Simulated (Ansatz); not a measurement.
# F on Ta(110): change of the work function, part 3 of 4

How does F on the hollow site change the work function of Ta(110) as the layer fills?

Ansatz 0.2.0; plane-wave DFT, PBE, Ansatz PAW.

So far, work function, upper face (eV): step 2 (the clean slab) 4.77; step 3 (37 atoms, coverage 0.111 ML, cell 3x3) 4.66.

### 4. The covered slab, k-mesh 6×6×1, coverage 0.25 ML

System of this step: Ta16F (F/Ta(110)). The cell holds 17 atoms: 16 Ta and 1 F. Its edges and angles: a = 5.733 Å, b = 5.733 Å, c = 26.646 Å, α = 90.0°, β = 90.0°, γ = 70.5°. Vacuum lies along c.

Another coverage, to see how the dipoles act on each other as their distance changes.

Contents of input.yaml:

```yaml
crystal:
  lattice:
    - [4.6810468914, -3.31, 0.0]
    - [4.6810468914, 3.31, 0.0]
    - [0.0, 0.0, 26.6455904908]
  atoms:
    - { symbol: Ta, position: [0.0, 0.0, 0.3377669563] }
    - { symbol: Ta, position: [0.25, 0.25, 0.4256060098] }
    - { symbol: Ta, position: [0.0, 0.0, 0.5135350673] }
    - { symbol: Ta, position: [0.25, 0.25, 0.597952486] }
    - { symbol: Ta, position: [0.0, 0.5, 0.3377669563] }
    - { symbol: Ta, position: [0.25, 0.75, 0.4256060098] }
    - { symbol: Ta, position: [0.0, 0.5, 0.5135350673] }
    - { symbol: Ta, position: [0.25, 0.75, 0.597952486] }
    - { symbol: Ta, position: [0.5, 0.0, 0.3377669563] }
    - { symbol: Ta, position: [0.75, 0.25, 0.4256060098] }
    - { symbol: Ta, position: [0.5, 0.0, 0.5135350673] }
    - { symbol: Ta, position: [0.75, 0.25, 0.597952486] }
    - { symbol: Ta, position: [0.5, 0.5, 0.3377669563] }
    - { symbol: Ta, position: [0.75, 0.75, 0.4256060098] }
    - { symbol: Ta, position: [0.5, 0.5, 0.5135350673] }
    - { symbol: Ta, position: [0.75, 0.75, 0.597952486] }
    - { symbol: F, position: [0.42, 0.42, 0.6622330437] }
kpoints:
  mp_grid: { grid: [6, 6, 1] }
hamiltonian:
  xc: pbe
scf:
  occupations: { method: fermi_dirac, width: 0.1 }
  convergence: { dr2_threshold: 1.0e-08 }
efield:
  axis: 3
  dipole_correction: true
  ramp_position: 0.97
  ramp_width: 0.06
relax:
  f_tol: 0.02
  max_steps: 60
  constraints: [{ sites: [0, 1, 4, 5, 8, 9, 12, 13] }]
output:
  dos: { projected: true, e_range: [-8, 4] }
  write_potential: true
  write_density: true
  volumetric_format: npy
  elf: true
```

The run is started by

```
> ansatz run input.yaml --threads 4 --pin off --max-ram 16384MiB --backend cpu --events-out ev --progress --plain --runs-dir out
```

Log:

```text
[...]
Crystal: 17 atoms, lattice volume = 825.708 Å³
Basis set: ecut = 420 eV, 16185 PW (Γ), exchange–correlation on 80×80×360 points (8 copies of the dense FFT grid, shifted against one another)
Bands: 129, of which v1, the nominal top of the filled ones, is band 108 counted from 1 (107 counted from 0)
Symmetry: 2 space group operations
[...]
k-points: 13 of 36 (time reversal used)
[...]
SCF iter   1: F=—  HF=-159717.152727 eV  |F-HF|=—  |Δ(HF+E_count)|=         —  Δρ=7.42e-3  dr2=9.08e0  ethr=1.77e-3  p=-0.034 e·Å  D=-7.45e-3 V/Å  ΔV_dip=0.20 eV  dr2_dipole=2.35e-1  V_vac-E_F(+/−)=5.19/4.99 eV  ⟨swp⟩=10.4  Hψ=8452  notcnv=0
[...]
SCF iter  10: F=-159716.848484 eV  HF=-159716.848484 eV  |F-HF|=1.16e-8  |Δ(HF+E_count)|=   2.36e-8  Δρ=2.59e-7  dr2=1.37e-9  ethr=4.65e-12  p=-0.026 e·Å  D=-5.71e-3 V/Å  ΔV_dip=0.15 eV  dr2_dipole=1.15e-11  V_vac-E_F(+/−)=4.95/4.80 eV  ⟨swp⟩=13.5  Hψ=12339  notcnv=0
SCF 1 converged in 10 iterations: F = -159716.848484 eV  dr2 = 1.37e-9
[...]
relax step   1: F+E_penalty+E_count = -159716.84848438 eV  Δ(F+E_penalty+E_count) = +0.000e0 eV  max|allowed force component| = 1.736e0 eV/Å  Δτ_max = 0.0000 Å  (10 SCF iters, accepted)
[...]
SCF iter  10: F=-159717.190429 eV  HF=-159717.190429 eV  |F-HF|=1.23e-8  |Δ(HF+E_count)|=   3.08e-8  Δρ=4.39e-7  dr2=2.72e-9  ethr=4.65e-12  p=0.034 e·Å  D=7.37e-3 V/Å  ΔV_dip=-0.20 eV  dr2_dipole=2.48e-11  V_vac-E_F(+/−)=4.61/4.80 eV  ⟨swp⟩=14.0  Hψ=13701  notcnv=0
SCF 2 converged in 10 iterations: F = -159717.190429 eV  dr2 = 2.72e-9
relax step   2: F+E_penalty+E_count = -159717.19042941 eV  Δ(F+E_penalty+E_count) = -3.419e-1 eV  max|allowed force component| = 5.776e-1 eV/Å  Δτ_max = 0.1948 Å  (10 SCF iters, accepted)
SCF iter   1: F=—  HF=-159717.260411 eV  |F-HF|=—  |Δ(HF+E_count)|=         —  Δρ=2.92e-3  dr2=4.52e-1  ethr=1.08e-3  p=0.034 e·Å  D=7.37e-3 V/Å  ΔV_dip=-0.20 eV  dr2_dipole=1.09e-1  V_vac-E_F(+/−)=4.61/4.80 eV  ⟨swp⟩=4.6  Hψ=3303  notcnv=0  defer=6
[...]
SCF iter   9: F=-159717.237702 eV  HF=-159717.237702 eV  |F-HF|=9.72e-9  |Δ(HF+E_count)|=   5.46e-8  Δρ=5.65e-7  dr2=6.16e-9  ethr=4.65e-12  p=0.047 e·Å  D=1.03e-2 V/Å  ΔV_dip=-0.28 eV  dr2_dipole=6.61e-12  V_vac-E_F(+/−)=4.53/4.81 eV  ⟨swp⟩=12.2  Hψ=14640  notcnv=0
SCF 3 converged in 9 iterations: F = -159717.237702 eV  dr2 = 6.16e-9
relax step   3: F+E_penalty+E_count = -159717.23770191 eV  Δ(F+E_penalty+E_count) = -4.727e-2 eV  max|allowed force component| = 1.602e-1 eV/Å  Δτ_max = 0.0937 Å  (9 SCF iters, accepted)
[...]
relax step   4: F+E_penalty+E_count = -159717.24662537 eV  Δ(F+E_penalty+E_count) = -8.923e-3 eV  max|allowed force component| = 1.200e-1 eV/Å  Δτ_max = 0.0213 Å  (8 SCF iters, accepted)
[...]
relax step   5: F+E_penalty+E_count = -159717.25403557 eV  Δ(F+E_penalty+E_count) = -7.410e-3 eV  max|allowed force component| = 5.868e-2 eV/Å  Δτ_max = 0.0692 Å  (8 SCF iters, accepted)
[...]
relax step   6: F+E_penalty+E_count = -159717.25445803 eV  Δ(F+E_penalty+E_count) = -4.225e-4 eV  max|allowed force component| = 4.168e-2 eV/Å  Δτ_max = 0.0181 Å  (8 SCF iters, accepted)
SCF iter   1: F=—  HF=-159717.255528 eV  |F-HF|=—  |Δ(HF+E_count)|=         —  Δρ=2.98e-4  dr2=2.04e-3  ethr=9.19e-6  p=0.052 e·Å  D=1.13e-2 V/Å  ΔV_dip=-0.30 eV  dr2_dipole=2.11e-5  V_vac-E_F(+/−)=4.51/4.81 eV  ⟨swp⟩=2.0  Hψ=2637  notcnv=0
[...]
SCF iter   7: F=-159717.254719 eV  HF=-159717.254719 eV  |F-HF|=9.81e-9  |Δ(HF+E_count)|=   6.79e-8  Δρ=4.89e-7  dr2=4.62e-9  ethr=4.65e-12  p=0.051 e·Å  D=1.12e-2 V/Å  ΔV_dip=-0.30 eV  dr2_dipole=2.85e-11  V_vac-E_F(+/−)=4.51/4.81 eV  ⟨swp⟩=12.0  Hψ=12722  notcnv=0
SCF 7 converged in 7 iterations: F = -159717.254719 eV  dr2 = 4.62e-9
relax step   7: F+E_penalty+E_count = -159717.25471913 eV  Δ(F+E_penalty+E_count) = -2.611e-4 eV  max|allowed force component| = 8.179e-3 eV/Å  Δτ_max = 0.0065 Å  (7 SCF iters, accepted)
[...]
SCF converged after 7 iterations
Free energy (F): -159717.254719 eV
[...]
Internal energy: -159716.536643 eV  (E = F + TS)
E sigma→0 (E₀):  -159716.895681 eV
Entropy (-TS):   -0.718076 eV (-42.240 meV/atom)
Fermi energy:    3.770193 eV
Dipole field:    D = 0.011235 V/Å  (p = 0.051267 e·Å, saw-weighted, corrected)
Work function:   Φ+ = 4.5075 eV   Φ− = 4.8068 eV
[...]
--- Forces (eV/Å), atoms counted from 1 ---
  atom   1  Ta     0.00195434    -0.00000000     0.36375493
  atom   2  Ta    -0.07969710     0.00000000    -0.35910772
  atom   3  Ta     0.00035749     0.00000000     0.00433059
  atom   4  Ta    -0.00113781     0.00000000    -0.00817878
  atom   5  Ta     0.01025509     0.01597567     0.41296684
  atom   6  Ta     0.00850941    -0.03017232    -0.43023808
  atom   7  Ta    -0.00230860    -0.00061024    -0.00120471
  atom   8  Ta     0.00116312     0.00428297     0.00759975
  atom   9  Ta     0.01025509    -0.01597567     0.41296684
  atom  10  Ta     0.00850941     0.03017232    -0.43023808
  atom  11  Ta    -0.00230860     0.00061024    -0.00120471
  atom  12  Ta     0.00116312    -0.00428297     0.00759975
  atom  13  Ta    -0.00006530     0.00000000     0.46631014
  atom  14  Ta     0.04376558    -0.00000000    -0.43718112
  atom  15  Ta    -0.00482283     0.00000000    -0.00278441
  atom  16  Ta     0.00322571     0.00000000    -0.00426421
  atom  17  F      0.00117282    -0.00000000    -0.00113284
  max |Σ_I F_I| component: 9.04e-6 eV/Å
--- Band table (eV; the first three rows and the last of 13) ---
  k-point 0: bands = [... 104 lower, 3.8612, 3.9615, 4.1711, 4.1758, 4.3181, 4.8119, 4.9382, 4.9774, ... 17 higher]
  k-point 1: bands = [... 104 lower, 3.7220, 3.7829, 3.9547, 4.1056, 4.4011, 4.4472, 4.5412, 4.6271, ... 17 higher]
  k-point 2: bands = [... 104 lower, 3.4685, 3.5518, 3.6118, 3.6663, 3.7084, 3.7720, 3.8317, 3.9746, ... 17 higher]
  k-point 12: bands = [... 104 lower, 3.7817, 3.8800, 3.9132, 3.9696, 3.9962, 4.0261, 4.0743, 4.1208, ... 17 higher]
--- Relaxed structure (7 steps of the walk, 7 accepted, 0 SCFs on fresh bases) ---
  F+E_penalty+E_count = -159717.25471913 eV   max|allowed force component| = 8.179e-3 eV/Å
  atoms:
    - { symbol: Ta, position: [0.0, 0.0, 0.337767] }
    - { symbol: Ta, position: [0.250000, 0.250000, 0.425606] }
    - { symbol: Ta, position: [-0.000267517, -0.000267517, 0.513321] }
    - { symbol: Ta, position: [0.242054, 0.242054, 0.598579] }
    - { symbol: Ta, position: [-2.775558e-17, 0.5, 0.337767] }
    - { symbol: Ta, position: [0.25, 0.750000, 0.425606] }
    - { symbol: Ta, position: [0.000711221, 0.498112, 0.513149] }
    - { symbol: Ta, position: [0.243020, 0.755588, 0.600691] }
    - { symbol: Ta, position: [0.5, -2.775558e-17, 0.337767] }
    - { symbol: Ta, position: [0.750000, 0.25, 0.425606] }
    - { symbol: Ta, position: [0.498112, 0.000711221, 0.513149] }
    - { symbol: Ta, position: [0.755588, 0.243020, 0.600691] }
    - { symbol: Ta, position: [0.500000, 0.500000, 0.337767] }
    - { symbol: Ta, position: [0.750000, 0.750000, 0.425606] }
    - { symbol: Ta, position: [0.499970, 0.499970, 0.514852] }
    - { symbol: Ta, position: [0.754469, 0.754469, 0.594765] }
    - { symbol: F, position: [0.434462, 0.434462, 0.651580] }
```

Wall time 5 min (4 threads of Arm Neoverse V1, shared host); peak memory 2.9 GiB; 20 min of CPU time.

Step by step:

| step | energy less that of the first step (eV) | largest force component (eV/Å) |
| --- | --- | --- |
| 1 | 0.0000 | 1.7361 |
| 2 | -0.3419 | 0.5776 |
| 3 | -0.3892 | 0.1602 |
| 4 | -0.3981 | 0.1200 |
| 5 | -0.4056 | 0.0587 |
| 6 | -0.4060 | 0.0417 |
| 7 | -0.4062 | 0.0082 |

The run keeps the 2 symmetry operations that the program found, so distortions that break them were not tested.

The atoms that moved most (Å):

| atom | dx | dy | dz | length |
| --- | --- | --- | --- | --- |
| F17 | 0.135 | 0.000 | -0.284 | 0.314 |
| Ta16 | 0.042 | 0.000 | -0.085 | 0.095 |
| Ta12 | -0.007 | -0.042 | 0.073 | 0.084 |
| Ta8 | -0.007 | 0.042 | 0.073 | 0.084 |
| Ta4 | -0.074 | 0.000 | 0.017 | 0.076 |
| Ta15 | 0.000 | 0.000 | 0.035 | 0.035 |
| Ta7 | -0.006 | -0.009 | -0.010 | 0.014 |
| Ta11 | -0.006 | 0.009 | -0.010 | 0.014 |

Final coordinates:

```cif
data_structure
_symmetry_space_group_name_H-M 'P 1'
_symmetry_Int_Tables_number 1
_cell_length_a 5.7331
_cell_length_b 5.7331
_cell_length_c 26.6456
_cell_angle_alpha 90.000
_cell_angle_beta 90.000
_cell_angle_gamma 70.529
_cell_volume 825.71
loop_
_atom_site_label
_atom_site_type_symbol
_atom_site_fract_x
_atom_site_fract_y
_atom_site_fract_z
_atom_site_occupancy
Ta1 Ta 0.00000 0.00000 0.33777 1
Ta2 Ta 0.25000 0.25000 0.42561 1
Ta3 Ta 0.99973 0.99973 0.51332 1
Ta4 Ta 0.24205 0.24205 0.59858 1
Ta5 Ta 0.00000 0.50000 0.33777 1
Ta6 Ta 0.25000 0.75000 0.42561 1
Ta7 Ta 0.00071 0.49811 0.51315 1
Ta8 Ta 0.24302 0.75559 0.60069 1
Ta9 Ta 0.50000 0.00000 0.33777 1
Ta10 Ta 0.75000 0.25000 0.42561 1
Ta11 Ta 0.49811 0.00071 0.51315 1
Ta12 Ta 0.75559 0.24302 0.60069 1
Ta13 Ta 0.50000 0.50000 0.33777 1
Ta14 Ta 0.75000 0.75000 0.42561 1
Ta15 Ta 0.49997 0.49997 0.51485 1
Ta16 Ta 0.75447 0.75447 0.59477 1
F17 F 0.43446 0.43446 0.65158 1
```

Numbers from this step:

- energy at zero smearing: -159716.8957 eV
- work function, upper face: 4.507 eV
- work function, lower face: 4.807 eV
- dipole along the normal: 0.05127 e·Å
- step between the vacuum levels: -0.2993 eV

The density of states has structure finer than the step of the table below, so its rows give means over 0.25 eV. Peaks (eV: height): -7.280: 25.9, -7.160: 31.0, -1.440: 41.0, -1.260: 31.0, -1.110: 40.9, -0.780: 32.0, -0.300: 30.0.

The density of states by energy, zero at the Fermi level; means over each step:

energy (eV), density of states (states/eV a cell) and a bar:
```
    -7.75        0.3 
    -7.50       10.0 ##########
    -7.25       14.4 ##############
    -7.00        1.2 #
    -6.75        1.1 #
    -6.50        1.0 #
    -6.25        1.1 #
    -6.00        2.2 ##
    -5.75        2.2 ##
    -5.50        2.8 ###
    -5.25        1.8 #
    -5.00        1.8 #
    -4.75        5.0 #####
    -4.50        4.2 ####
    -4.25        7.2 #######
    -4.00        8.2 ########
    -3.75       11.6 ###########
    -3.50        9.2 #########
    -3.25       14.6 ##############
    -3.00       18.0 ##################
    -2.75       15.8 ################
    -2.50       10.6 ##########
    -2.25       11.0 ###########
    -2.00        8.1 ########
    -1.75        6.5 ######
    -1.50       30.2 ##############################
    -1.25       28.9 #############################
    -1.00       26.8 ###########################
    -0.75       25.0 #########################
    -0.50       23.3 #######################
    -0.25       27.1 ###########################
     0.00       21.5 #####################
     0.25       16.7 ################
     0.50       10.9 ###########
     0.75       10.4 ##########
     1.00       11.3 ###########
     1.25       10.6 ##########
     1.50       11.8 ############
     1.75       10.9 ###########
```

Projected DOS per atom over height of the atomic layer and energy from the Fermi level. Layers: Ta4 Ta4 Ta4 Ta4 F from below.

Values in states/eV, 22 rows by 5 columns, each cell a mean:
```
0.9 0.5 0.4 0.8 0.1
0.7 0.5 0.5 0.8 0.1
0.8 0.4 0.4 0.7 0.1
1.0 0.6 0.6 0.8 0.1
1.7 1.2 1.1 1.5 0.1
2.0 1.2 1.2 1.5 0.1
1.8 1.5 1.4 1.7 0.1
1.6 1.9 1.9 1.5 0.1
0.4 0.4 0.4 0.5 0.0
0.7 0.6 0.6 0.7 0.1
0.9 1.1 1.1 0.9 0.1
0.8 1.0 1.0 0.8 0.1
0.5 0.8 0.8 0.5 0.1
0.4 0.6 0.6 0.4 0.1
0.3 0.3 0.3 0.2 0.1
0.1 0.1 0.2 0.1 0.0
0.2 0.2 0.2 0.1 0.1
0.1 0.1 0.2 0.1 0.1
0.0 0.1 0.1 0.0 0.1
0.0 0.1 0.1 0.0 0.3
0.0 0.0 0.1 0.4 9.9
0.0 0.0 0.0 0.1 0.9
```
Columns: height of the atomic layer (Å) from 9 to 17.4 (not evenly spaced); rows upwards: energy from the Fermi level (eV) from -7.96 to 1.95.

Electrostatic potential energy in the ca plane at fractional y = 0.000, with atoms of Ta within 0.2 Å of it. With pseudopotentials it is smooth inside the atoms' cores, unlike the true potential.

Ten even steps from '0' (-58 eV) to '9' (8 eV), each cell a mean:
```
00048999999730015899999999999999999999999999
43468999999864357899999999999999999999999999
77789998999987788999889999999999999999999999
88899998899998899998889999999999999999999999
77789998999987788998889999999999999999999999
43468999999864357899999999999999999999999999
00148999999730015899999999999999999999999999
00047999999730005899999999999999999999999999
21258999999751136899999999999999999999999999
65689999999876568999899999999999999999999999
88899998899998889998889999999999999999999999
88899998899998889999889999999999999999999999
65689999999876568999899999999999999999999999
21258999999851136899999999999999999999999999
00047999999730005899999999999999999999999999
```
Columns run along c (16.0 Å, from fractional 0.33 to 0.93 of the cell; values clipped at the 3rd and 97th percentile), rows up along a (5.7 Å). Atoms in or near the plane, at fractional coordinates: Ta at (0.34, 0.00), Ta at (0.51, 0.00), Ta at (0.34, 0.50), Ta at (0.51, 0.50).

Valence density in the ca plane at fractional y = 0.000, with atoms of Ta within 0.2 Å of it. It is the smooth field of the valence electrons, not physical close to the nuclei.

Ten steps, logarithmic in the rise over the least value, from '0' (0.0 e/Å³) to '9' (4.3 e/Å³), each cell a mean:
```
99985443344589997444433211000000000000000000
88864444444468875444443211000000000000000000
55544444444445554444443211000000000000000000
44444444444444444444443211000000000000000000
56544444444445554444443211000000000000000000
89864444444468875444433210000000000000000000
99985443344589997444333210000000000000000000
99985443344699997444333210000000000000000000
99974444444589996444433211000000000000000000
67654444444457764444443211000000000000000000
44444444444444444444443221000000000000000000
44444444444444444444443321000000000000000000
67654444444457764444443221000000000000000000
99974444444579996444443221000000000000000000
99985443344599997544433211000000000000000000
```
Columns run along c (16.0 Å, from fractional 0.33 to 0.93 of the cell), rows up along a (5.7 Å). Atoms in or near the plane, at fractional coordinates: Ta at (0.34, 0.00), Ta at (0.51, 0.00), Ta at (0.34, 0.50), Ta at (0.51, 0.50).

ELF in the ca plane at fractional y = 0.000, with atoms of Ta within 0.2 Å of it. It is the smooth field of the valence electrons, not physical close to the nuclei.

Ten even steps from '0' (0.00) to '9' (0.69), each cell a mean:
```
85874775564397596377556776431000000000000000
89844664466359973476445676421000000000000000
44446654467533334675555665321000000000000000
44567654467754346765456664310000000000000000
44446654467533434664456664210000000000000000
89844764465358973454456764210000000000000000
85874775565397596366567774210000000000000000
72784775664495287366567875310000000000000000
98963665565379895365456775320000000000000000
67535654466436643565445675321000000000000000
44456654467743345775455665321000000000000000
44456654467753345776556665421000000000000000
67535654466435643576556776421000000000000000
99963765565379994477656776531000000000000000
71784775664395287378656776531000000000000000
```
Columns run along c (16.0 Å, from fractional 0.33 to 0.93 of the cell), rows up along a (5.7 Å). Atoms in or near the plane, at fractional coordinates: Ta at (0.34, 0.00), Ta at (0.51, 0.00), Ta at (0.34, 0.50), Ta at (0.51, 0.50).

The relaxation took 7 steps and lowered the energy by 0.41 eV; the largest force on the free atoms ends at 0.0082 eV/Å.

By hand: a sheet of dipoles makes a step −p/(ε₀A) in the electron's potential. With e/ε₀ = 180.95 V·Å, p = 0.05127 e·Å and A = 30.99 Å², that is −180.95 × (0.05127) / 30.99 = -0.299 eV, and the two vacuum levels of the run differ by -0.299 eV.

The covered face has 4.51 eV, -0.26 eV against the clean one; the bare back face has moved by -0.01 eV, a measure of how thin the slab is.

### 5. The covered slab, k-mesh 6×6×1, coverage 0.5 ML

System of this step: Ta8F (F/Ta(110)). The cell holds 18 atoms: 16 Ta and 2 F. Cell: a = 5.733 Å, b = 5.733 Å, c = 26.646 Å, α = 90.0°, β = 90.0°, γ = 70.5°. Vacuum lies along c.

Another coverage, to see how the dipoles act on each other as their distance changes.

input.yaml, as its differences from that of step 4:

```diff
@@ -23,2 +23,3 @@
     - { symbol: F, position: [0.42, 0.42, 0.6622330437] }
+    - { symbol: F, position: [0.92, 0.42, 0.6622330437] }
 kpoints:
```

Log:

```text
[...]
Crystal: 18 atoms, lattice volume = 825.708 Å³
Basis set: ecut = 420 eV, 16185 PW (Γ), exchange–correlation on 80×80×360 points (8 copies of the dense FFT grid, shifted against one another)
Bands: 134, of which v1, the nominal top of the filled ones, is band 111 counted from 1 (110 counted from 0)
Symmetry: 2 space group operations
[...]
- { symbol: Ta, position: [0.249203, 0.758435, 0.598540] }
[...]
- { symbol: Ta, position: [0.500000, 0.500000, 0.337767] }
    - { symbol: Ta, position: [0.750000, 0.750000, 0.425606] }
    - { symbol: Ta, position: [0.499204, 0.498843, 0.514338] }
    - { symbol: Ta, position: [0.749203, 0.758435, 0.598540] }
    - { symbol: F, position: [0.418314, 0.442431, 0.651287] }
    - { symbol: F, position: [0.918314, 0.442431, 0.651287] }
[key lines of the parts left out:]
SCF converged after 7 iterations
Free energy (F): -160527.425923 eV
Fermi energy:    3.893544 eV
Dipole field:    D = 0.011999 V/Å  (p = 0.054753 e·Å, saw-weighted, corrected)
Work function:   Φ+ = 4.4784 eV   Φ− = 4.7981 eV
```

Run time: 7.1 min. Hardware: 4 threads; peak memory 3.5 GiB; 28 min of CPU time.

(Continued in part 4 of 4.)

[Long decimals in the printed logs are rounded to 6 places.]

[Logs are printed without paths, hosts, clocks, repeated set-up lines and the standing remarks that a program may print on its own settings, such as how far it seeks lower states.]

[Hosts, paths, dates, database ids (printed as entryN), source tags and the programs' standing remarks are cut or masked in the printed files.]

[Maps of the electrostatic potential energy from Ansatz leave out the sawtooth potential of an applied field or a dipole correction, so their vacuum need not be flat; planar profiles and work functions include it.]

[The density of states shown here was stored with 400 of the rows of the run's finer table, so its peaks can read low, often by over a quarter, or be missed, and its means over a window can be off by a tenth or more.]
